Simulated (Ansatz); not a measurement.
# How Ni(111) screens a field

Wanted: the response of a Ni(111) slab to a perpendicular field.

Method: plane-wave DFT, PBE, Ansatz PAW, in Ansatz 0.2.0.

Report form: inputs, costs, results and the conclusion, without the logs.

## 1. The starting structure

The cell holds 6 atoms: 6 Ni. Its edges and angles: a = 2.489 Å, b = 2.489 Å, c = 28.161 Å, α = 90.0°, β = 90.0°, γ = 60.0°. Vacuum lies along c.

As a file:

```cif
data_structure
_symmetry_space_group_name_H-M 'P 1'
_symmetry_Int_Tables_number 1
_cell_length_a 2.4890
_cell_length_b 2.4890
_cell_length_c 28.1614
_cell_angle_alpha 90.000
_cell_angle_beta 90.000
_cell_angle_gamma 60.000
_cell_volume 151.09
loop_
_atom_site_label
_atom_site_type_symbol
_atom_site_fract_x
_atom_site_fract_y
_atom_site_fract_z
_atom_site_occupancy
Ni1 Ni 0.33333 0.33333 0.31959 1
Ni2 Ni 0.66667 0.66667 0.39175 1
Ni3 Ni 0.00000 0.00000 0.46392 1
Ni4 Ni 0.33333 0.33333 0.53608 1
Ni5 Ni 0.66667 0.66667 0.60825 1
Ni6 Ni 0.00000 0.00000 0.68041 1
```

## 2. Atoms held, field 0

A sawtooth potential applies the field, turning back in the middle of the vacuum. With the dipole correction the typed value is the field outside the slab. The induced dipole is small, so the SCF threshold is tight.

The input, input.yaml:

```yaml
crystal:
  lattice:
    - [2.4890158698, 0.0, 0.0]
    - [1.2445079349, 2.1555509736, 0.0]
    - [0.0, 0.0, 28.1613647377]
  atoms:
    - { symbol: Ni, position: [0.3333333333, 0.3333333333, 0.3195867844], spin: 0.7 }
    - { symbol: Ni, position: [0.6666666667, 0.6666666667, 0.3917520706], spin: 0.7 }
    - { symbol: Ni, position: [0.0, 0.0, 0.4639173569], spin: 0.7 }
    - { symbol: Ni, position: [0.3333333333, 0.3333333333, 0.5360826431], spin: 0.7 }
    - { symbol: Ni, position: [0.6666666667, 0.6666666667, 0.6082479294], spin: 0.7 }
    - { symbol: Ni, position: [0.0, 0.0, 0.6804132156], spin: 0.7 }
magnetization:
  spin_polarized: true
kpoints:
  mp_grid: { grid: [24, 24, 1] }
hamiltonian:
  xc: pbe
scf:
  occupations: { method: fermi_dirac, width: 0.1 }
  convergence: { dr2_threshold: 1.0e-10 }
efield:
  axis: 3
  dipole_correction: true
  ramp_position: 0.97
  ramp_width: 0.06
  amplitude: 0
output:
  forces: true
  write_potential: true
  write_density: true
  volumetric_format: npy
```

Command:

```sh
> ansatz run input.yaml --threads 4 --pin off --max-ram 6144MiB --backend cpu --events-out ev --progress --plain --runs-dir out
```

Wall time 74 s (4 threads of Arm Neoverse V2, shared host); peak memory 1.1 GiB.

Read from the output:

```
energy at zero smearing   : -35037.0220 eV
total moment              : 3.929 μB
site moments              : 0.7119, 0.7085, 0.6661, 0.6661, 0.7085, 0.7119 μB
work function, upper face : 5.070 eV
dipole along the normal   : -6.14e-6 e·Å
```

Running mean over 2.032 Å of the planar mean; the ramp of the sawtooth is left out. Table of electron's electrostatic potential energy less the Fermi level by z:

z (Å), electron's electrostatic potential energy less the Fermi level (eV) and a bar from the least value:
```
        4        5.1 ##############################
        5        5.1 ##############################
        6        5.0 ##############################
        7        4.4 #############################
        8       -3.2 ##############
        9      -10.1 #
       10      -10.3 
       11      -10.4 
       12      -10.4 
       13      -10.4 
       14      -10.4 
       15      -10.4 
       16      -10.4 
       17      -10.4 
       18      -10.3 
       19      -10.2 
       20       -5.2 ##########
       21        4.0 ############################
       22        5.0 ##############################
       23        5.1 ##############################
       24        5.1 ##############################
       25        5.1 ##############################
```

Site moment by atom:

```csv
atom,site moment (μB)
Ni1,0.712
Ni2,0.709
Ni3,0.666
Ni4,0.666
Ni5,0.709
Ni6,0.712
```

Force by atom:

| atom | x (eV/Å) | y (eV/Å) | z (eV/Å) | size |
| --- | --- | --- | --- | --- |
| Ni1 | 0.000 | 0.000 | 0.145 | 0.145 |
| Ni2 | 0.000 | 0.000 | -0.131 | 0.131 |
| Ni3 | 0.000 | 0.000 | -0.022 | 0.022 |
| Ni4 | 0.000 | 0.000 | 0.022 | 0.022 |
| Ni5 | 0.000 | 0.000 | 0.131 | 0.131 |
| Ni6 | 0.000 | 0.000 | -0.145 | 0.145 |

The work function of the upper face is 5.07 eV.

## 3. Single point, field 0.05 V/Å

Changes to input.yaml since step 2:

```diff
@@ -26,3 +26,3 @@
   ramp_width: 0.06
-  amplitude: 0
+  amplitude: 0.05
 output:
```

Run time: 81 s. Hardware: 4 threads; peak memory 1.1 GiB.

The dipole is 0.0198 e·Å.

## 4. Single point, field -0.05 V/Å

Changes to input.yaml since step 3:

```diff
@@ -26,3 +26,3 @@
   ramp_width: 0.06
-  amplitude: 0.05
+  amplitude: -0.05
 output:
```

Elapsed: 75 s, on 4 threads; peak memory 1.1 GiB; 4.9 min of CPU time.

The dipole is -0.0198 e·Å.

## 5. Single point, field 0.1 V/Å

Changes to input.yaml since step 4:

```diff
@@ -26,3 +26,3 @@
   ramp_width: 0.06
-  amplitude: -0.05
+  amplitude: 0.1
 output:
```

Run time: 81 s. Hardware: 4 threads; peak memory 1.1 GiB; 5.3 min of CPU time.

The dipole is 0.0397 e·Å.

## 6. Single point, field -0.1 V/Å

Changes to input.yaml since step 5:

```diff
@@ -26,3 +26,3 @@
   ramp_width: 0.06
-  amplitude: 0.1
+  amplitude: -0.1
 output:
```

It took 81 s on 4 threads; peak memory 1.1 GiB; 5.3 min of CPU time.

The dipole is -0.0397 e·Å.

## 7. Atoms held, field 0.2 V/Å

Changes to input.yaml since step 6:

```diff
@@ -26,3 +26,3 @@
   ramp_width: 0.06
-  amplitude: -0.1
+  amplitude: 0.2
 output:
```

The job ended after 80 s (4 threads; peak memory 1.1 GiB).

The dipole is 0.0794 e·Å.

## 8. Atoms held, field -0.2 V/Å

Changes to input.yaml since step 7:

```diff
@@ -26,3 +26,3 @@
   ramp_width: 0.06
-  amplitude: 0.2
+  amplitude: -0.2
 output:
```

It took 73 s on 4 threads; peak memory 1.1 GiB.

The dipole is -0.0794 e·Å.

## 9. Single point, field 0.4 V/Å

Changes to input.yaml since step 8:

```diff
@@ -26,3 +26,3 @@
   ramp_width: 0.06
-  amplitude: -0.2
+  amplitude: 0.4
 output:
@@ -32 +32,2 @@
   volumetric_format: npy
+  elf: true
```

The job ended after 78 s (4 threads; peak memory 1.1 GiB; 5.1 min of CPU time).

Running mean over 2.032 Å of the planar mean, with the applied field; the ramp of the sawtooth is left out. Table of electron's electrostatic potential energy less the Fermi level by z:

| z (Å) | electron's electrostatic potential energy less the Fermi level (eV) |
| --- | --- |
| 4 | 3.73 |
| 5 | 4.12 |
| 6 | 4.46 |
| 7 | 4.16 |
| 8 | -3.23 |
| 9 | -10.0 |
| 10 | -10.3 |
| 11 | -10.4 |
| 12 | -10.4 |
| 13 | -10.4 |
| 14 | -10.4 |
| 15 | -10.4 |
| 16 | -10.4 |
| 17 | -10.4 |
| 18 | -10.3 |
| 19 | -10.2 |
| 20 | -5.13 |
| 21 | 4.20 |
| 22 | 5.51 |
| 23 | 5.97 |
| 24 | 6.38 |
| 25 | 6.78 |

The dipole is 0.159 e·Å.

## 10. The response

This step: plane-wave DFT, PBE, Ansatz PAW; screening of a field by a metal slab (Ansatz 0.2.0).

The dipoles give the slope, and the difference of two potentials shows where the field is screened.

This step gave:

```yaml
equivalent_conductor_thickness_p_eps_0ae: 13.38 Å
distance_between_the_outer_atoms: 10.16 Å
inner_field_over_outer_field: -6.79e-4
image_plane_upper_face: 1.606 Å
induced_electrons_on_the_upper_face_over_eps_0e: -1.000
image_plane_lower_face: 1.606 Å
induced_electrons_on_the_lower_face_over_eps_0e: 1.000
```

The dipole of the cell by applied field:

```csv
applied field (V/Å),dipole of the cell (e·Å)
-0.200,-0.0794
-0.100,-0.0397
-0.050,-0.0198
0.000,-6.1e-6
0.050,0.0198
0.100,0.0397
0.200,0.0794
0.400,0.159
```

The total moment stays at 3.93 μB for applied field from -0.2 to 0.4 V/Å.

Local field over the applied field, running mean. From the potentials at -0.05 and 0.05 V/Å; running mean over 2.032 Å. Local field over applied field against z:

```
z (Å)  local field over applied field
  4.5                           0.997
  5.0                           0.991
  5.5                           0.976
  6.0                           0.940
  6.5                           0.859
  7.0                           0.706
  7.5                           0.482
  8.0                           0.261
  8.5                          0.0898
  9.0                         -6.1e-4
  9.5                         -0.0110
 10.0                        -0.00186
 10.5                         0.00185
 11.0                         -5.6e-4
 11.5                        -0.00199
 12.0                        -0.00133
 12.5                        -0.00115
 13.0                         -9.1e-4
 13.5                         -8.4e-4
 14.0                         -3.3e-4
 14.5                         -6.6e-4
 15.0                         -9.4e-4
 15.5                        -0.00101
 16.0                        -0.00119
 16.5                        -0.00199
 17.0                        -0.00121
 17.5                         0.00110
 18.0                         -1.4e-5
 18.5                        -0.00631
 19.0                         -0.0113
 19.5                          0.0509
 20.0                           0.199
 20.5                           0.406
 21.0                           0.640
 21.5                           0.819
 22.0                           0.920
 22.5                           0.967
 23.0                           0.987
 23.5                           0.995
 24.0                           0.998
```

The induced electron density oscillates, so the rows of the table below give means over 1 Å (shorter at the two ends). Its distinct maxima (Å: e/Å³ per V/Å): 7.9: 0.00414, 8.9: 5.6e-4, 18.9: 9.8e-4, 19.4: 0.00134. Distinct minima: 8.8: -0.00134, 9.2: -9.8e-4, 19.2: -5.6e-4, 20.2: -0.00414.

Electrons, planar mean, per unit field. Induced electron density against z; means over each step:

```
z (Å)  induced electron density (e/Å³ per V/Å)
    5                                   6.7e-5
    6                                   4.3e-4
    7                                  0.00203
    8                                  0.00336
    9                                  -4.1e-4
   10                                   3.9e-5
   11                                   7.4e-6
   12                                  -8.3e-8
   13                                  -1.3e-5
   14                                   2.3e-6
   15                                   1.3e-5
   16                                  -3.5e-6
   17                                   1.7e-5
   18                                  -7.8e-5
   19                                   3.8e-4
   20                                 -0.00272
   21                                 -0.00246
   22                                  -5.7e-4
   23                                  -9.2e-5
   24                                  -1.7e-5
```

By hand: between -0.05 and 0.05 V/Å the dipole changes by 0.03968 e·Å, a slope of 0.3968 e·Å²/V. A perfect conductor of thickness t has p = ε₀AEt, so t = 180.95 × 0.3968 / 5.365 = 13.38 Å (e/ε₀ = 180.95 V·Å, A in Å²). Less the 10.16 Å between the outer atoms, and halved, that puts each image plane 1.61 Å out.

The induced dipole is that of a conductor 13.38 Å thick.

## 11. A changed input

This step: plane-wave DFT, PBE, Ansatz PAW (Ansatz 0.2.0).

A run with a changed input: it repeats the earlier run at 0.05 V/Å with efield.dipole_correction from true to false.

Changes to input.yaml since step 9:

```diff
@@ -23,6 +23,6 @@
   axis: 3
-  dipole_correction: true
+  dipole_correction: false
   ramp_position: 0.97
   ramp_width: 0.06
-  amplitude: 0.4
+  amplitude: 0.05
 output:
@@ -32,2 +32 @@
   volumetric_format: npy
-  elf: true
```

Wall time 76 s (4 threads); peak memory 1.1 GiB.

| quantity | this run | earlier run | difference |
| --- | --- | --- | --- |
| dipole along the normal (e·Å) | 0.03780 | 0.01984 | 0.018 |
| total moment (μB) | 3.929 | 3.929 | 2.0e-5 |

With the dipole correction off, the periodic images add a field of their own to the typed one.

What moves beyond 0.01 in its unit (for the dipole 0.5 % and 5e-5 e·Å): dipole along the normal (+0.018 e·Å).

These numbers are not those of the isolated slab.

## 12. A changed input: efield.amplitude = -0.05 and efield.ramp_width = 0.15

Another changed input: it repeats the earlier run at 0.05 V/Å with efield.amplitude from 0.05 to -0.05 and efield.ramp_width from 0.06 to 0.15.

Changes to input.yaml since step 11:

```diff
@@ -23,6 +23,6 @@
   axis: 3
-  dipole_correction: false
+  dipole_correction: true
   ramp_position: 0.97
-  ramp_width: 0.06
-  amplitude: 0.05
+  ramp_width: 0.15
+  amplitude: -0.05
 output:
```

Run time: 78 s. Hardware: 4 threads; peak memory 1.1 GiB.

This step gave:

```
energy at zero smearing : -35037.0225 eV
total moment            : 3.929 μB
site moments            : 0.7124, 0.7086, 0.6661, 0.6662, 0.7084, 0.7114 μB
dipole along the normal : -0.01984 e·Å
```

Force by atom:

```
atom  x (eV/Å)  y (eV/Å)  z (eV/Å)   size
 Ni1     0.000     0.000     0.146  0.146
 Ni2     0.000     0.000    -0.131  0.131
 Ni3     0.000     0.000    -0.022  0.022
 Ni4     0.000     0.000     0.022  0.022
 Ni5     0.000     0.000     0.131  0.131
 Ni6     0.000     0.000    -0.145  0.145
```

```csv
quantity,this run,earlier run,difference
dipole along the normal (e·Å),-0.01984,0.01984,-0.040
total moment (μB),3.929,3.929,4.1e-7
```

The applied field differs, and the slope found earlier predicts a dipole of -0.0198 e·Å; this run gives -0.0198 e·Å, in line with it.

## 13. Results

* work function: 5.07 eV
* image plane, upper face: 1.61 Å
* induced electrons on the upper face over ε₀E: -1.00
* equivalent conductor thickness p/(ε₀AE): 13.4 Å
* inner field over outer field: -6.8e-4

**Reading.** The induced charge has its centre 1.61 Å outside the outermost atoms; this is the plane from which a capacitor's gap or an image potential counts. The equivalent conductor thickness exceeds the distance between the outer atoms by 3.22 Å, about the sum of the two image-plane distances. In the middle of the slab the field is screened to under 0.5 % of its outer value. The atoms are held at bulk positions with the tabulated experimental lattice constant. The magnetic order is the one reached from the typed start; other orders were not compared.

[Long decimals in the printed logs are rounded to 6 places.]

[Logs are printed without paths, hosts, clocks, repeated set-up lines and the standing remarks that a program may print on its own settings, such as how far it seeks lower states.]

[Hosts, paths, dates, database ids (printed as entryN), source tags and the programs' standing remarks are cut or masked in the printed files.]

[Maps of the electrostatic potential energy from Ansatz leave out the sawtooth potential of an applied field or a dipole correction, so their vacuum need not be flat; planar profiles and work functions include it.]
